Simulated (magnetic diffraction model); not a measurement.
## Magnetic neutron pattern of Mg₃Mn₂S₇

Space group I4/mmm (no. 139), a = 4.3840 Å, c = 22.7240 Å.

```csv
site,atom,x,y,z
4e,Mn,1/2,1/2,0.4027
4e,S,0,0,0.1925
2a,S,0,0,0
8g,S,1/2,0,0.0978
4e,Mg,1/2,1/2,0.1812
2b,Mg,1/2,1/2,0
```

This is a made-up structure (elements placed in a structure type, unrelaxed), so the numbers test the method and describe no known phase.

Only Mn is taken to order (form factors of Mn4+); orders and moment sizes are assumed, and not adapted to the symmetry. Radiation: neutrons of λ = 2.52 Å, 8° to 100°; isotropic B of 0.17 Å² (Mn), 0.23 Å² (S) and 0.23 Å² (Mg). The intensities are simulated: I ∝ L Σ (|F_N|² + |F_M⊥|²) for unpolarised neutrons, with F_M = 2.695 fm/μB × Σ f(s) S exp(2πi Q·r) exp(−B s²) at Q = H ± k (one set where k and −k are equivalent), only the part normal to Q counting and L = 1/(sin²θ cos θ). For collinear order S is the moment m, which repeats by lattice and centring translations R with the sign exp(−2πi k·R). Form factors are spin-only for 3d ions and dipole or tabulated for f ions, scattering lengths are Sears's of 1992, and absorption is left out. A label names one of the reflections at its angle. The strongest nuclear line in the range is 100, and lines under 0.2 are left out.

Assume the order k = (0 1 0), collinear moments along [100], 2.85 μB on Mn; signs + at (1/2, 1/2, 0.4027), − at (0, 0, 0.0973).

Predict the pattern, nuclear and magnetic parts apart.

```csv
2θ (°),index,nuclear,magnetic
12.73,(0 0 2),1.1,0.0
19.15,(0 0 3),0.0,2.4
25.63,(0 0 4),1.6,0.0
32.19,(0 0 5),0.0,11.5
33.41,(0 1 0),0.0,10.7
34.04,(1 0 1),26.6,0.0
35.88,(1 0 2),0.0,2.4
38.79,(1 0 3),3.8,0.0
38.86,(0 0 6),12.6,0.0
42.57,(1 0 4),0.0,9.8
45.68,(0 0 7),0.0,0.9
47.07,(1 0 5),0.3,0.0
47.97,(1 1 0),1.9,0.0
48.44,(1 1 1),0.0,6.0
49.84,(1 1 2),9.6,0.0
52.10,(1 1 3),0.0,0.6
52.16,(1 0 6),0.0,8.6
52.67,(0 0 8),1.1,0.0
55.17,(1 1 4),43.6,0.0
58.95,(1 1 5),0.0,7.0
59.87,(0 0 9),0.0,1.3
63.37,(1 1 6),100.0,0.0
63.82,(1 0 8),0.0,0.2
67.35,(0 0 10),7.7,0.0
68.39,(1 1 7),0.0,0.9
70.17,(2 0 0),26.1,0.0
70.55,(0 2 1),0.0,2.2
73.51,(2 0 3),0.0,0.2
73.97,(1 1 8),7.4,0.0
75.17,(0 0 11),0.0,1.1
76.07,(2 0 4),1.0,0.0
77.30,(1 0 10),0.0,4.5
79.31,(2 0 5),0.0,2.8
79.98,(2 1 0),0.0,2.4
80.12,(1 1 9),0.0,1.9
80.34,(2 1 1),13.4,0.0
81.41,(2 1 2),0.0,0.5
83.19,(2 1 3),2.3,0.0
83.23,(2 0 6),15.6,0.0
83.42,(0 0 12),2.0,0.0
84.79,(1 0 11),12.8,0.0
85.67,(2 1 4),0.0,2.5
87.83,(2 0 7),0.0,0.4
88.84,(2 1 5),0.2,0.0
92.72,(2 1 6),0.0,2.9
92.90,(1 0 12),0.0,0.7
93.12,(2 0 8),2.0,0.0
94.27,(1 1 11),0.0,2.1
```
(The table stops after 48 lines; 1 more lie at higher angle.)

The strongest magnetic line in the range is (0 0 5) at 32.19° (11.5). Below the range, at 6.36°, lies the magnetic line (0 0 1) with 226. On top of the Lorentz factor, which all lines share, magnetic lines fade with angle because f falls: for Mn4+ it is 0.92, 0.73, 0.50 and 0.17 at sin θ/λ = 0.1, 0.2, 0.3 and 0.5 Å⁻¹, while nuclear lengths stay constant. The order has no net moment.

[Logs are printed without paths, hosts, clocks, repeated set-up lines and the standing remarks that a program may print on its own settings, such as how far it seeks lower states.]
